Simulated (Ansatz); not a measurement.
# Ti (P6_3/mmc, 2 atoms in the cell): modes against uniaxial strain along c

Wanted: the shifts of the zone-centre modes of Ti (P6_3/mmc, 2 atoms in the cell) with strain.

Calculated with Ansatz 0.2.0; DFT PBEsol, scalar-relativistic, plane waves, PAW; PAW set soft_1.

This is a report of a sequence of runs, with most program output left out.

**1. Starting point**

Symmetry: P6_3/mmc, No. 194, hexagonal system. The conventional cell has a = 2.950 Å, b = 2.950 Å, c = 4.680 Å, α = 90.00°, β = 90.00°, γ = 120.00°. Ti has 12 Ti at 2.89 to 2.95 Å nearest.

Coordinates:

```cif
data_structure
_symmetry_space_group_name_H-M 'P6_3/mmc'
_symmetry_Int_Tables_number 194
_cell_length_a 2.9500
_cell_length_b 2.9500
_cell_length_c 4.6800
_cell_angle_alpha 90.000
_cell_angle_beta 90.000
_cell_angle_gamma 120.000
_cell_volume 35.27
loop_
_atom_site_label
_atom_site_type_symbol
_atom_site_symmetry_multiplicity
_atom_site_Wyckoff_symbol
_atom_site_fract_x
_atom_site_fract_y
_atom_site_fract_z
_atom_site_occupancy
Ti1 Ti 2 c 0.33333 0.66667 0.25000 1
```

**2. Bringing the structure to rest**

The cell and atoms are relaxed, since residual forces and stress would shift the frequencies.

Input file input.yaml:

```yaml
crystal:
  lattice:
    - [2.95, 0.0, 0.0]
    - [-1.475, 2.5547749412, 0.0]
    - [0.0, 0.0, 4.68]
  atoms:
    - { symbol: Ti, position: [0.33333333, 0.66666667, 0.25] }
    - { symbol: Ti, position: [0.66666667, 0.33333333, 0.75] }
kpoints:
  mp_grid: { grid: [18, 18, 10] }
hamiltonian:
  xc: pbesol
  pseudopotentials: { kind: paw, azcp: { folder: soft_1 }, xc_functional: pbe }
scf:
  occupations: { method: gaussian, width: 0.1 }
output:
  forces: true
  stress: true
  eigenvalues: true
relax:
  adjacent_minimum: "off"
  f_tol: 0.005
  max_steps: 80
  cell: { stress_tol: 0.05 }
```

Run with:

```bash
$ ansatz run input.yaml --threads 4 --pin off --max-ram 10240MiB --backend cpu --events-out ev --progress --plain --runs-dir out
```

It took 8.6 s on 4 threads of Arm Neoverse V2, shared host; peak memory 0.43 GiB; 33 s of CPU time.

Relaxation path:

| step | energy less that of the first step (eV) | largest force component (eV/Å) | pressure (GPa) | volume (Å³) |
| --- | --- | --- | --- | --- |
| 1 | 0.0000 | 0.0000 | -5.82 | 35.27 |
| 2 | 0.0253 | 0.0000 | 9.23 | 31.22 |
| 3 | -0.0348 | 0.0000 | -0.55 | 33.59 |
| 4 | -0.0351 | 0.0000 | 0.04 | 33.42 |
| 5 | -0.0351 | 0.0000 | 0.00 | 33.43 |
| 6* | -0.0348 | 0.0000 | 0.02 | 33.43 |

Relaxation steps marked * repeat the geometry before them on a plane-wave basis chosen anew for their cell, so energy and pressure can jump there. Relaxation step 2 was tried and not accepted.

The run keeps the 24 symmetry operations that it works with, so distortions that break them were not tested.

| conventional cell, symmetrised | before | after | change |
| --- | --- | --- | --- |
| a (Å) | 2.950 | 2.900 | -1.7 % |
| b (Å) | 2.950 | 2.900 | -1.7 % |
| c (Å) | 4.680 | 4.591 | -1.9 % |
| volume (Å³/atom) | 17.64 | 16.72 | -5.2 % |

The relaxed structure:

```xyz
2
Lattice="2.9000 0.0000 0.0000 -1.4500 2.5115 0.0000 0.0000 0.0000 4.5905" Properties=species:S:1:pos:R:3 pbc="T T T"
Ti    0.0000    1.6743    1.1476
Ti    1.4500    0.8372    3.4429
```

Numbers from this step:

```yaml
pressure: 0.01716 GPa
volume_per_atom: 16.72 Å³
gap_on_the_k_mesh: 0 eV
```

In this step the volume went from 17.64 to 16.72 Å³/atom.

**3. Tight relaxation**

Phonons need small forces and stress, so the relaxation is finished with tight tolerances on 18×18×12 k points.

input.yaml, the sections that differ from step 2:

```yaml
crystal:
  lattice:
    - [2.9000080466, 0.0, 0.0]
    - [-1.4500040233, 2.5114806395, 0.0]
    - [0.0, 0.0, 4.5905126127]
  atoms:
    - { symbol: Ti, position: [0.3333333333, 0.6666666667, 0.25] }
    - { symbol: Ti, position: [0.6666666667, 0.3333333333, 0.75] }
kpoints:
  mp_grid: { grid: [18, 18, 12] }
scf:
  occupations: { method: methfessel_paxton, width: 0.2 }
relax:
  adjacent_minimum: "off"
  f_tol: 0.001
  max_steps: 60
  cell: { stress_tol: 0.01 }
# hamiltonian, output: as in step 2
```

Elapsed: 5.4 s, on 4 threads; peak memory 0.44 GiB.

Little changed from the start: no atom moved by 0.005 Å and no cell edge by 0.1 %.

Numbers from this step:

```yaml
pressure: -0.004889 GPa
```

The forces vanish by symmetry and the pressure is -0.005 GPa, within the tolerances set. The cell now holds 16.72 Å³/atom.

**4. Zone-centre response at rest**

The force constants come from the linear response of the density to a displacement.

The modes at rest are the reference of the series.

input.yaml, the sections that differ from step 3:

```yaml
crystal:
  lattice:
    - [2.9004419643, 0.0, 0.0]
    - [-1.4502209821, 2.5118564233, 0.0]
    - [0.0, 0.0, 4.5887404065]
  atoms:
    - { symbol: Ti, position: [0.3333333333, 0.6666666667, 0.25] }
    - { symbol: Ti, position: [0.6666666667, 0.3333333333, 0.75] }
output:
  eigenvalues: true
phonons:
  method: dfpt
# kpoints, hamiltonian, scf: as in step 3
# relax: removed
```

The job ended after 22 s (4 threads; peak memory 1.4 GiB).

Numbers from this step:

```yaml
sum_rule_residual_before_enforcement: 1.07e-5 eV/Å²
point_group: 6/mmm
highest_optical_mode_at_the_zone_centre_no_lo_to_term: 192.1 cm⁻¹
lowest_optical_zone_centre_mode: 127.8 cm⁻¹
```

Patterns of degenerate modes are one choice out of their space. Modes at Γ:

| mode | frequency (cm⁻¹) | symmetry |
| --- | --- | --- |
| 1 | 0.0 | acoustic |
| 2 | 0.0 | acoustic |
| 3 | 0.0 | acoustic |
| 4 | 127.8 | E2g |
| 5 | 127.8 | E2g |
| 6 | 192.1 | B1g |

Displacements in mode 5 (127.8 cm⁻¹), the largest set to 1:
```
Ti1  1.00  0.00  0.00
Ti2 -1.00  0.00  0.00
```

Displacements in mode 6 (192.1 cm⁻¹), the largest set to 1:
```
Ti1  0.00  0.00  1.00
Ti2  0.00  0.00 -1.00
```

Before it was imposed, the acoustic sum rule was missed by 1.1e-5 eV/Å². Small misses are needed for a sound result but don't prove that mesh and cutoff are converged. The lowest optical mode is real, 128 cm⁻¹.

**5. Relaxation of a member: uniaxial strain of +4 % along c**

The cell takes a uniaxial strain of +4 % along c. The strained length and the angles are held, while the rest of the cell and the atoms relax.

input.yaml, the sections that differ from step 4:

```yaml
crystal:
  lattice:
    - [2.8748407583, 0.0, 0.0]
    - [-1.4374203792, 2.4896851285, 0.0]
    - [0.0, 0.0, 4.7722900229]
  atoms:
    - { symbol: Ti, position: [0.3333335213, 0.6666664787, 0.25] }
    - { symbol: Ti, position: [0.6666664787, 0.3333335213, 0.75] }
output:
  forces: true
  stress: true
  eigenvalues: true
relax:
  adjacent_minimum: "off"
  f_tol: 0.001
  max_steps: 60
  cell: { stress_tol: 0.01, fix: [c, angles] }
# kpoints, hamiltonian, scf: as in step 4
# phonons: removed
```

Wall time 15 s (4 threads); peak memory 0.61 GiB.

Relaxation path:

| step | energy less that of the first step (eV) | largest force component (eV/Å) | pressure (GPa) | volume (Å³) |
| --- | --- | --- | --- | --- |
| 1 | 0.0000 | 0.0000 | -2.51 | 34.16 |
| 2 | -0.0003 | 0.0000 | -1.40 | 33.82 |
| 3 | -0.0005 | 0.0000 | -1.86 | 33.96 |
| 4* | -0.0005 | 0.0000 | -1.86 | 33.96 |

Relaxation steps marked * repeat the geometry before them on a plane-wave basis chosen anew for their cell, so energy and pressure can jump there.

| conventional cell, symmetrised | before | after | change |
| --- | --- | --- | --- |
| a (Å) | 2.875 | 2.866 | -0.3 % |
| b (Å) | 2.875 | 2.866 | -0.3 % |
| c (Å) | 4.772 | 4.772 | +0.0 % |
| volume (Å³/atom) | 17.08 | 16.98 | -0.6 % |

The relaxed structure:

```xyz
2
Lattice="2.8664 0.0000 0.0000 -1.4332 2.4824 0.0000 0.0000 0.0000 4.7723" Properties=species:S:1:pos:R:3 pbc="T T T"
Ti    0.0000    1.6549    1.1931
Ti    1.4332    0.8275    3.5792
```

This step gave:

| Item | Value |
| --- | --- |
| pressure | -1.856 GPa |
| volume per atom | 16.98 Å³ |

The largest force component left is 2.1e-4 meV/Å.

**6. Zone-centre modes of the member: uniaxial strain of +4 % along c**

The zone-centre modes follow for uniaxial strain of +4 % along c.

input.yaml, the sections that differ from step 5:

```yaml
crystal:
  lattice:
    - [2.8663808856, 0.0, 0.0]
    - [-1.4331904428, 2.4823586638, 0.0]
    - [0.0, 0.0, 4.7722900229]
  atoms:
    - { symbol: Ti, position: [0.3333333531, 0.6666666469, 0.25] }
    - { symbol: Ti, position: [0.6666666469, 0.3333333531, 0.75] }
output:
  eigenvalues: true
phonons:
  method: dfpt
# kpoints, hamiltonian, scf: as in step 5
# relax: removed
```

The job ended after 21 s (4 threads; peak memory 1.4 GiB; 77 s of CPU time).

This step gave:

| Quantity | Value |
| --- | --- |
| sum-rule residual before enforcement | 1.87e-5 eV/Å² |
| highest optical mode at the zone centre (no LO-TO term) | 179.2 cm⁻¹ |
| lowest optical zone-centre mode | 119.6 cm⁻¹ |

Patterns of degenerate modes are one choice out of their space. Modes at Γ:

| mode | frequency (cm⁻¹) | symmetry |
| --- | --- | --- |
| 1 | 0.0 | acoustic |
| 2 | 0.0 | acoustic |
| 3 | 0.0 | acoustic |
| 4 | 119.6 | E2g |
| 5 | 119.6 | E2g |
| 6 | 179.2 | B1g |

The lowest optical mode is real, 120 cm⁻¹, and the highest lies at 179.2 cm⁻¹.

For the highest optical mode at the zone centre (no LO-TO term), step 4 gave 192 cm⁻¹; this run, with strain 4 %, gives 179 cm⁻¹ (-7 %).

**7. Relaxation of a member: uniaxial strain of -4 % along c**

The cell takes a uniaxial strain of -4 % along c. The strained length and the angles are held, while the rest of the cell and the atoms relax.

input.yaml, the sections that differ from step 6:

```yaml
crystal:
  lattice:
    - [2.9275270973, 0.0, 0.0]
    - [-1.4637635486, 2.5353128365, 0.0]
    - [0.0, 0.0, 4.4051907902]
  atoms:
    - { symbol: Ti, position: [0.3333333838, 0.6666666162, 0.25] }
    - { symbol: Ti, position: [0.6666666162, 0.3333333838, 0.75] }
output:
  forces: true
  stress: true
  eigenvalues: true
relax:
  adjacent_minimum: "off"
  f_tol: 0.001
  max_steps: 60
  cell: { stress_tol: 0.01, fix: [c, angles] }
# kpoints, hamiltonian, scf: as in step 6
# phonons: removed
```

It took 23 s on 4 threads; peak memory 0.66 GiB.

Relaxation path:

| step | energy less that of the first step (eV) | largest force component (eV/Å) | pressure (GPa) | volume (Å³) |
| --- | --- | --- | --- | --- |
| 1 | 0.0000 | 0.0000 | 2.94 | 32.70 |
| 2 | -0.0001 | 0.0000 | 1.45 | 33.09 |
| 3 | -0.0006 | 0.0000 | 2.11 | 32.91 |
| 4* | -0.0006 | 0.0000 | 2.11 | 32.91 |
| 5 | -0.0006 | 0.0000 | 2.12 | 32.91 |
| 6* | -0.0006 | 0.0000 | 2.12 | 32.91 |

Relaxation steps marked * repeat the geometry before them on a plane-wave basis chosen anew for their cell, so energy and pressure can jump there.

| conventional cell, symmetrised | before | after | change |
| --- | --- | --- | --- |
| a (Å) | 2.928 | 2.937 | +0.3 % |
| b (Å) | 2.928 | 2.937 | +0.3 % |
| c (Å) | 4.405 | 4.405 | -0.0 % |
| volume (Å³/atom) | 16.35 | 16.46 | +0.7 % |

Final coordinates:

```xyz
2
Lattice="2.9371 0.0000 0.0000 -1.4686 2.5436 0.0000 0.0000 0.0000 4.4052" Properties=species:S:1:pos:R:3 pbc="T T T"
Ti    0.0000    1.6957    1.1013
Ti    1.4686    0.8479    3.3039
```

This step gave:

```
pressure        : 2.119 GPa
volume per atom : 16.46 Å³
```

The largest force component left is 8.1e-4 meV/Å.

**8. Zone-centre modes of the member: uniaxial strain of -4 % along c**

The zone-centre modes follow for uniaxial strain of -4 % along c.

input.yaml, the sections that differ from step 7:

```yaml
crystal:
  lattice:
    - [2.9371020651, 0.0, 0.0]
    - [-1.4685510325, 2.5436050019, 0.0]
    - [0.0, 0.0, 4.4051907902]
  atoms:
    - { symbol: Ti, position: [0.3333332734, 0.6666667266, 0.25] }
    - { symbol: Ti, position: [0.6666667266, 0.3333332734, 0.75] }
output:
  eigenvalues: true
phonons:
  method: dfpt
# kpoints, hamiltonian, scf: as in step 7
# relax: removed
```

Run time: 21 s. Hardware: 4 threads; peak memory 1.4 GiB; 77 s of CPU time.

Numbers from this step:

| Property | Result |
| --- | --- |
| sum-rule residual before enforcement | 1.60e-5 eV/Å² |
| highest optical mode at the zone centre (no LO-TO term) | 249.4 cm⁻¹ |
| lowest optical zone-centre mode | 132.3 cm⁻¹ |

Patterns of degenerate modes are one choice out of their space. Modes at Γ:

| mode | frequency (cm⁻¹) | symmetry |
| --- | --- | --- |
| 1 | 0.0 | acoustic |
| 2 | 0.0 | acoustic |
| 3 | 0.0 | acoustic |
| 4 | 132.3 | E2g |
| 5 | 132.3 | E2g |
| 6 | 249.4 | B1g |

Displacements in mode 4 (132.3 cm⁻¹), the largest set to 1:
```
Ti1 -0.17 -1.00  0.00
Ti2  0.17  1.00  0.00
```

Displacements in mode 6 (249.4 cm⁻¹), the largest set to 1:
```
Ti1  0.00  0.00  1.00
Ti2  0.00  0.00 -1.00
```

The lowest optical mode is real, 132 cm⁻¹, and the highest lies at 249.4 cm⁻¹.

Between step 4 and this run (strain -4 %) the value for the highest optical mode at the zone centre (no LO-TO term) moves from 192 cm⁻¹ to 249 cm⁻¹ (+30 %).

**9. The series together**

The members are set side by side, also those not shown above.

Stress is positive in compression; energies are extrapolated to zero smearing, and E0 is that at rest; the edges not held and the atoms are relaxed in each cell; all runs use 18×18×12 k points and Methfessel-Paxton smearing of 0.2 eV. State of the crystal along the series:

| strain (%) | stress along the axis (GPa) | free strain along a (%) | free strain along b (%) | E - E0 (meV/atom) |
| --- | --- | --- | --- | --- |
| -4 | 6.358 | 1.264 | 1.264 | 13.37 |
| -3 | 4.74 | 0.9338 | 0.9338 | 7.446 |
| -2 | 3.131 | 0.6138 | 0.6138 | 3.293 |
| -1 | 1.55 | 0.3031 | 0.3031 | 0.8281 |
| 0 | -0.002432 | 0 | 0 | 0 |
| 1 | -1.517 | -0.2968 | -0.2968 | 0.7816 |
| 2 | -2.954 | -0.5899 | -0.5899 | 3.108 |
| 3 | -4.293 | -0.8827 | -0.8827 | 6.844 |
| 4 | -5.565 | -1.174 | -1.174 | 11.87 |

Optical modes are counted from below at rest and tracked from member to member by their patterns, and modes that stay within 0.3 cm⁻¹ of each other stand once; labels, where given, are those at rest; the edges not held and the atoms are relaxed in each cell; all runs use 18×18×12 k points and Methfessel-Paxton smearing of 0.2 eV. Optical modes along the series:

| strain (%) | optical mode 1 E2g (cm⁻¹) | optical mode 2 B1g (cm⁻¹) |
| --- | --- | --- |
| -4 | 132.3 | 249.4 |
| -3 | 131.4 | 234.2 |
| -2 | 130.4 | 218.8 |
| -1 | 129.2 | 204.2 |
| 0 | 127.8 | 192.1 |
| 1 | 126 | 183.6 |
| 2 | 123.9 | 179 |
| 3 | 121.8 | 177.8 |
| 4 | 119.6 | 179.2 |

Value and slope at zero strain of a cubic (a lower polynomial where under five rows exist) through the rows within 2 % of rest. Slopes at rest:

| mode | frequency (cm⁻¹) | shift per percent of strain (cm⁻¹) | shift per GPa of compressive stress (cm⁻¹) |
| --- | --- | --- | --- |
| optical mode 1 E2g | 127.7 | -1.64 | 1.07 |
| optical mode 2 B1g | 192.2 | -10.44 | 6.79 |

**10. Results**

```yaml
members: 9
highest_optical_mode_at_the_zone_centre_no_lo_to_term_at_rest: 192.1 cm⁻¹
young_s_modulus_along_c: 154 GPa
optical_mode_1_e2g_shift_per_percent: -1.64 cm⁻¹
optical_mode_2_b1g_shift_per_percent: -10.44 cm⁻¹
```

The stress changes by 1.54 GPa for each percent, a Young’s modulus of 154 GPa along c. For each percent the free edge responds with -0.30 %. Within 2 % of rest optical mode 2 B1g bends away from a straight line, so a single slope holds only near rest. These are harmonic frequencies at zero temperature: anharmonic shifts, linewidths and thermal expansion are left out. With no gap, or one that is small against the smearing, the frequencies hang on the k mesh and the smearing, most of all near Kohn anomalies. The PAW files were made for PBE; the program adapts parts of them to the functional of the run, but their partial waves stay those of PBE, an approximation that was not tested in this session. Only the zone centre was solved, so an instability at another wavevector cannot show here.

[Logs are printed without paths, hosts, clocks, repeated set-up lines and the standing remarks that a program may print on its own settings, such as how far it seeks lower states.]

[Hosts, paths, dates, database ids (printed as entryN), source tags and the programs' standing remarks are cut or masked in the printed files.]
